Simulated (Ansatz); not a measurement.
## LiPtF3 (built on the sites of a database entry of KPdF3): the cell at rest

Task: relax LiPtF3 (built on the sites of a database entry of KPdF3) tightly.

Main program and level: Ansatz 0.2.0; DFT LDA, scalar-relativistic, plane waves, PAW.

Report form: the programs' logs are mostly left out.

The structure was built from a prototype and need not be the compound's stable phase.

### 1. The starting structure

The structure is cubic, space group Pm-3m (No. 221). The conventional cell has a = 3.473 Å, b = 3.473 Å, c = 3.473 Å, α = 90.00°, β = 90.00°, γ = 90.00°. Nearest to Li lie 12 F at 2.46 Å. Nearest to Pt lie 6 F at 1.74 Å. Nearest to F lie 2 Pt at 1.74 Å. Farther neighbours and most contacts between anions are not listed.

Coordinates:

```cif
data_structure
_symmetry_space_group_name_H-M 'P 1'
_symmetry_Int_Tables_number 1
_cell_length_a 3.4730
_cell_length_b 3.4730
_cell_length_c 3.4730
_cell_angle_alpha 90.000
_cell_angle_beta 90.000
_cell_angle_gamma 90.000
_cell_volume 41.89
loop_
_atom_site_label
_atom_site_type_symbol
_atom_site_fract_x
_atom_site_fract_y
_atom_site_fract_z
_atom_site_occupancy
Li1 Li 0.50000 0.50000 0.50000 1
Pt2 Pt 0.00000 0.00000 0.00000 1
F3 F 0.00000 0.50000 0.00000 1
F4 F 0.00000 0.00000 0.50000 1
F5 F 0.50000 0.00000 0.00000 1
```

### 2. Probe on a coarse mesh

First a cheap look: the gap decides the mesh and the occupations, the pressure tells how far the cell has to move.

Contents of input.yaml:

```yaml
crystal:
  lattice:
    - [3.473, 0.0, 0.0]
    - [0.0, 3.473, 0.0]
    - [0.0, 0.0, 3.473]
  atoms:
    - { symbol: Li, position: [0.5, 0.5, 0.5] }
    - { symbol: Pt, position: [0.0, 0.0, 0.0] }
    - { symbol: F, position: [0.0, 0.5, 0.0] }
    - { symbol: F, position: [0.0, 0.0, 0.5] }
    - { symbol: F, position: [0.5, 0.0, 0.0] }
kpoints:
  mp_grid: { grid: [6, 6, 6] }
hamiltonian:
  xc: lda
scf:
  occupations: { method: gaussian, width: 0.1 }
output:
  forces: true
  stress: true
  eigenvalues: true
```

The run is started by

```sh
$ ansatz run input.yaml --threads 8 --pin off --max-ram 14336MiB --backend cpu --events-out ev --progress --plain --runs-dir out
```

It took 0.64 s on 8 threads of Arm Neoverse N1, shared host; peak memory 0.33 GiB.

Numbers from this step:

```
pressure          : 194.8 GPa
volume per atom   : 8.378 Å³
gap on the k-mesh : 0 eV
```

The coarse mesh shows no gap and a pressure of 194.8 GPa.

### 3. Rough relaxation

A rough relaxation comes first, because large forces or stress need no tight tolerances yet.

Edit input.yaml of step 2 so:

```diff
@@ -21 +21,6 @@
   eigenvalues: true
+relax:
+  adjacent_minimum: "off"
+  f_tol: 0.05
+  max_steps: 80
+  cell: { stress_tol: 0.5 }
```

It took 7.3 s on 8 threads; peak memory 0.41 GiB; 42 s of CPU time.

The steps of the relaxation:

```csv
step,energy less that of the first step (eV),largest force component (eV/Å),pressure (GPa),volume (Å³)
1,0.0000,0.0000,194.83,41.89
2,-5.7564,0.0000,102.72,48.32
3,-8.8453,0.0000,43.92,55.38
4,-9.8158,0.0000,5.79,62.13
5,-9.8323,0.0000,0.14,63.30
6*,-11.0659,0.0000,22.45,63.30
7,-11.5190,0.0000,10.36,68.17
8,-11.6407,0.0000,1.27,72.97
9,-11.6358,0.0000,0.01,73.70
10*,-11.7519,0.0000,1.41,73.70
11,-11.7524,0.0000,0.31,74.52
12*,-11.7562,0.0000,0.33,74.52
```

Relaxation steps marked * repeat the geometry before them on a plane-wave basis chosen anew for their cell, so energy and pressure can jump there.

The run keeps the 48 symmetry operations that it works with, so distortions that break them were not tested.

```csv
cell as run,before,after,change
a (Å),3.473,4.208,+21.2 %
b (Å),3.473,4.208,+21.2 %
c (Å),3.473,4.208,+21.2 %
volume (Å³/atom),8.38,14.90,+77.9 %
```

Numbers from this step:

| Item | Value |
| --- | --- |
| pressure | 0.3322 GPa |
| volume per atom | 14.90 Å³ |

In this step the volume went from 8.38 to 14.90 Å³/atom.

### 4. Relaxation

The cell and atoms are relaxed, since residual forces and stress would shift the frequencies.

input.yaml, the sections that differ from step 3:

```yaml
crystal:
  lattice:
    - [4.2080809765, 0.0, 0.0]
    - [0.0, 4.2080809765, 0.0]
    - [0.0, 0.0, 4.2080809765]
  atoms:
    - { symbol: Li, position: [0.5, 0.5, 0.5] }
    - { symbol: Pt, position: [0.0, 0.0, 0.0] }
    - { symbol: F, position: [0.0, 0.5, 0.0] }
    - { symbol: F, position: [0.0, 0.0, 0.5] }
    - { symbol: F, position: [0.5, 0.0, 0.0] }
kpoints:
  mp_grid: { grid: [8, 8, 8] }
relax:
  adjacent_minimum: "off"
  f_tol: 0.005
  max_steps: 80
  cell: { stress_tol: 0.05 }
# hamiltonian, scf, output: as in step 3
```

The job ended after 3 s (8 threads; peak memory 0.45 GiB).

Little changed from the start: no atom moved by 0.005 Å and no cell edge by 0.1 %.

Numbers from this step:

```yaml
pressure: 0.006943 GPa
volume_per_atom: 14.91 Å³
```

In this step the volume went from 14.90 to 14.91 Å³/atom.

### 5. Relaxing to small forces for the phonons

Phonons need a cell at rest on their own settings, so the relaxation is repeated with tight tolerances on forces and stress, using the mesh and the filling of the phonon run that follows.

Contents of input.yaml:

```yaml
crystal:
  lattice:
    - [4.2088759491, 0.0, 0.0]
    - [0.0, 4.2088759491, 0.0]
    - [0.0, 0.0, 4.2088759491]
  atoms:
    - { symbol: Li, position: [0.5, 0.5, 0.5] }
    - { symbol: Pt, position: [0.0, 0.0, 0.0] }
    - { symbol: F, position: [0.0, 0.5, 0.0] }
    - { symbol: F, position: [0.0, 0.0, 0.5] }
    - { symbol: F, position: [0.5, 0.0, 0.0] }
kpoints:
  mp_grid: { grid: [8, 8, 8] }
hamiltonian:
  xc: lda
scf:
  occupations: { method: methfessel_paxton, width: 0.2 }
output:
  forces: true
  stress: true
  eigenvalues: true
relax:
  adjacent_minimum: "off"
  f_tol: 0.001
  max_steps: 60
  cell: { stress_tol: 0.01 }
```

It took 2.3 s on 8 threads; peak memory 0.44 GiB.

Little changed from the start: no atom moved by 0.005 Å and no cell edge by 0.1 %.

Numbers from this step:

- pressure: -0.003268 GPa

The forces vanish by symmetry and the pressure is -0.003 GPa, within the tolerances set. The cell now holds 14.91 Å³/atom.

### 6. Results

```yaml
space_group_after_relaxation_within_0p01_a: Pm-3m
lattice_constant_a: 4.209 Å
lattice_constant_b: 4.209 Å
lattice_constant_c: 4.209 Å
volume_per_atom: 14.9 Å³
```

**Reading.** The forces vanish by symmetry and the pressure is -0.003 GPa, within the tolerances set. The cell now holds 14.91 Å³/atom. The relaxation keeps the symmetry of its start, so it says nothing on stability against lower symmetry. Spin-orbit coupling is left out, which can matter for the heavy elements here. The starting cell was built on a prototype and not taken from a measurement, so the phase need not exist.

[Logs are printed without paths, hosts, clocks, repeated set-up lines and the standing remarks that a program may print on its own settings, such as how far it seeks lower states.]

[Hosts, paths, dates, database ids (printed as entryN), source tags and the programs' standing remarks are cut or masked in the printed files.]
